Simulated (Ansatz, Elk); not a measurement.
# Ca3Ge: X-ray structure factors from the self-consistent density, part 2 of 2

Structure refinements treat a crystal as free atoms side by side. For a made-up structure of Ca3Ge (cell and positions from a PBEsol relaxation) the runs below show what the calculated density changes in F(hkl).

Elk 11.2.3 (patched build); all-electron DFT.

So far: Starting point; Ground state and structure factors; The highest occupied states alone.

The structure was built from a prototype and need not be the compound's stable phase.

## Step 4: Another functional

Level of this step: DFT, LDA (Perdew-Wang), all-electron APW+lo, Dirac cores, scalar-relativistic bands, static density, no spin (Elk).

The difference from free atoms is small, so it is set against the change that LDA (Perdew-Wang) makes.

elk.in

```
tasks
  0
  195

xctype
  3

spinpol
  .false.

rgkmax
  7.0

gmaxvr
  14.0

lmaxo
  7

lmaxapw
  8

swidth
  0.002

tshift
  .false.

ramdisk
  .false.

hmaxvr
  5.5

maxscl
  120

epspot
  1e-06

sppath
  './'

avec
  9.06172569698 -0.00000000000 -0.00000000000
  -0.00000000000 9.06172569698 0.00000000000
  -0.00000000000 0.00000000000 9.06172569698

atoms
  2
  'Ge.in'
  1
  -0.0000000000 0.0000000000 0.0000000000   0.000000 0.000000 0.000000
  'Ca.in'
  3
  0.5000000000 0.5000000000 -0.0000000000   0.000000 0.000000 0.000000
  0.5000000000 -0.0000000000 0.5000000000   0.000000 0.000000 0.000000
  0.0000000000 0.5000000000 0.5000000000   0.000000 0.000000 0.000000

ngridk
  5 5 5
```

The run is started by

```console
OMP_NUM_THREADS=4 elk
```

Numbers of over 12 decimals in the logs are rounded to 6 here.

Output:

```text
┌─────────────────────────┐
│ Elk code version 11.2.3 │
└─────────────────────────┘

All units are atomic (Hartree, Bohr, etc.)

┌─────────────────────────────────────────────────┐
│ Ground-state run starting from atomic densities │
└─────────────────────────────────────────────────┘

Lattice vectors :
   9.061725697      -0.000000000      -0.000000000
  -0.000000000       9.061725697       0.000000000
  -0.000000000       0.000000000       9.061725697

Reciprocal lattice vectors :
  0.6933762417       0.000000000       0.000000000
[...]
muffin-tins (core leakage)
  species : 1 (Ge)
[...]
species : 2 (Ca)
[...]
atom 2                    :    18.20656001     ( -0.3473891137E-05)
   atom 3                    :    18.20656001     ( -0.3473891137E-05)
 total in muffin-tins        :    85.07243830
 total calculated charge     :    91.99970473
 total charge                :    92.00000000
 error                       :   0.2952691794E-03

┌──────────────────────────────┐
│ Self-consistent loop stopped │
└──────────────────────────────┘

Warning : core states of species 1 leak from the muffin-tin :   0.3349716381E-03

Wrote STATE.OUT
[key lines of the parts left out:]
total energy                :     -4132.5582368975
```

It took 10 s on 4 threads of Arm Neoverse V1, shared host; peak memory 0.16 GiB.

Against the first run R = 0.07 %; the largest change is -0.042 at 220.

## Step 5: Basis size

A smaller basis shows how fast F responds to it; the change is likely larger than the basis error of the first run, but doesn't show convergence.

elk.in, as its differences from that of step 4:

```diff
@@ -5,3 +5,3 @@
 xctype
-  3
+  20
 
@@ -11,3 +11,3 @@
 rgkmax
-  7.0
+  5.5
```

The run is started by

```console
OMP_NUM_THREADS=4 elk
```

Output:

```text
┌─────────────────────────┐
│ Elk code version 11.2.3 │
└─────────────────────────┘

All units are atomic (Hartree, Bohr, etc.)

┌─────────────────────────────────────────────────┐
│ Ground-state run starting from atomic densities │
└─────────────────────────────────────────────────┘

Lattice vectors :
   9.061725697      -0.000000000      -0.000000000
  -0.000000000       9.061725697       0.000000000
  -0.000000000       0.000000000       9.061725697

Reciprocal lattice vectors :
  0.6933762417       0.000000000       0.000000000
[...]
muffin-tins (core leakage)
  species : 1 (Ge)
[...]
species : 2 (Ca)
[...]
atom 2                    :    18.17470651     ( -0.1986900351E-06)
   atom 3                    :    18.17470651     ( -0.1986900351E-06)
 total in muffin-tins        :    84.93871724
 total calculated charge     :    91.99969175
 total charge                :    92.00000000
 error                       :   0.3082519150E-03

┌──────────────────────────────┐
│ Self-consistent loop stopped │
└──────────────────────────────┘

Warning : core states of species 1 leak from the muffin-tin :   0.3330488803E-03

Wrote STATE.OUT
[key lines of the parts left out:]
total energy                :     -4140.2397028497
```

It took 16 s on 4 threads; peak memory 0.16 GiB.

Against the first run R = 0.02 %; the largest change is +0.047 at 222.

## Step 6: A coarser k-mesh

About half the k-points along each axis test the sampling.

elk.in, as its differences from that of step 5:

```diff
@@ -11,3 +11,3 @@
 rgkmax
-  5.5
+  7.0
 
@@ -60,2 +60,2 @@
 ngridk
-  5 5 5
+  2 2 2
```

The run is started by

```console
OMP_NUM_THREADS=4 elk
```

Output:

```text
┌─────────────────────────┐
│ Elk code version 11.2.3 │
└─────────────────────────┘

All units are atomic (Hartree, Bohr, etc.)

┌─────────────────────────────────────────────────┐
│ Ground-state run starting from atomic densities │
└─────────────────────────────────────────────────┘

Lattice vectors :
   9.061725697      -0.000000000      -0.000000000
  -0.000000000       9.061725697       0.000000000
  -0.000000000       0.000000000       9.061725697

Reciprocal lattice vectors :
  0.6933762417       0.000000000       0.000000000
[...]
muffin-tins (core leakage)
  species : 1 (Ge)
[...]
species : 2 (Ca)
[...]
atom 2                    :    18.21129597     ( -0.1986940834E-06)
   atom 3                    :    18.21129597     ( -0.1986940834E-06)
 total in muffin-tins        :    85.06017979
 total calculated charge     :    91.99970419
 total charge                :    92.00000000
 error                       :   0.2958076787E-03

┌──────────────────────────────┐
│ Self-consistent loop stopped │
└──────────────────────────────┘

Warning : core states of species 1 leak from the muffin-tin :   0.3302538652E-03

Wrote STATE.OUT
[key lines of the parts left out:]
total energy                :     -4140.3059125197
```

It took 15 s on 4 threads; peak memory 0.16 GiB.

Against the first run R = 0.03 %; the largest change is -0.128 at 200.

## Step 7: Settings against the effect

| run | R against the first run (%) | R against neutral atoms, low angle (%) | wall time |
| --- | --- | --- | --- |
| PBE, rgkmax 7 | 0.00 | 0.69 | 17 s |
| LDA (Perdew-Wang) | 0.07 | 0.67 | 10 s |
| rgkmax 5.5 | 0.02 | 0.65 | 16 s |
| k-mesh 2×2×2 | 0.03 | 0.70 | 15 s |

## Step 8: Outcome

```json
{"R against neutral atoms, sin θ/λ < 0.3 Å⁻¹": "0.69 %", "R against neutral atoms, 0.3 to 0.82 Å⁻¹": "0.25 %"}
```

In words: Independent neutral atoms miss the calculated amplitudes by R = 0.69 % below 0.3 Å⁻¹ and 0.25 % from there to 0.82 Å⁻¹; by shells, 1.24 % below 0.15 Å⁻¹ (2 forms), 0.63 % 0.15 to 0.3 (5 forms), 0.37 % 0.3 to 0.45 (12 forms), 0.23 % above 0.45 (59 forms). Bonding, aspherical density and the tables' own atoms all enter these figures, and the runs don't part them. The largest change of an amplitude is -0.32 electrons, at 210. The window's part falls from 10.0 electrons at the origin to at most 0.10 between 0.45 and 0.82 Å⁻¹. Below 0.3 Å⁻¹ the changes that finished (LDA (Perdew-Wang), rgkmax 5.5 and k-mesh 2×2×2) move F by R = 0.10 % at most, against the 0.69 % that separates it from free atoms. A single amplitude moves by up to 0.13 electrons, against 0.32 for the largest difference from free atoms. Part of the difference isn't bonding: the tables are fits to free atoms and ions calculated by other methods than this functional. Thermal motion, anomalous dispersion and extinction are left out.

[Logs are printed without paths, hosts, clocks, repeated set-up lines and the standing remarks that a program may print on its own settings, such as how far it seeks lower states.]

[Hosts, paths, dates, database ids (printed as entryN), source tags and the programs' standing remarks are cut or masked in the printed files.]
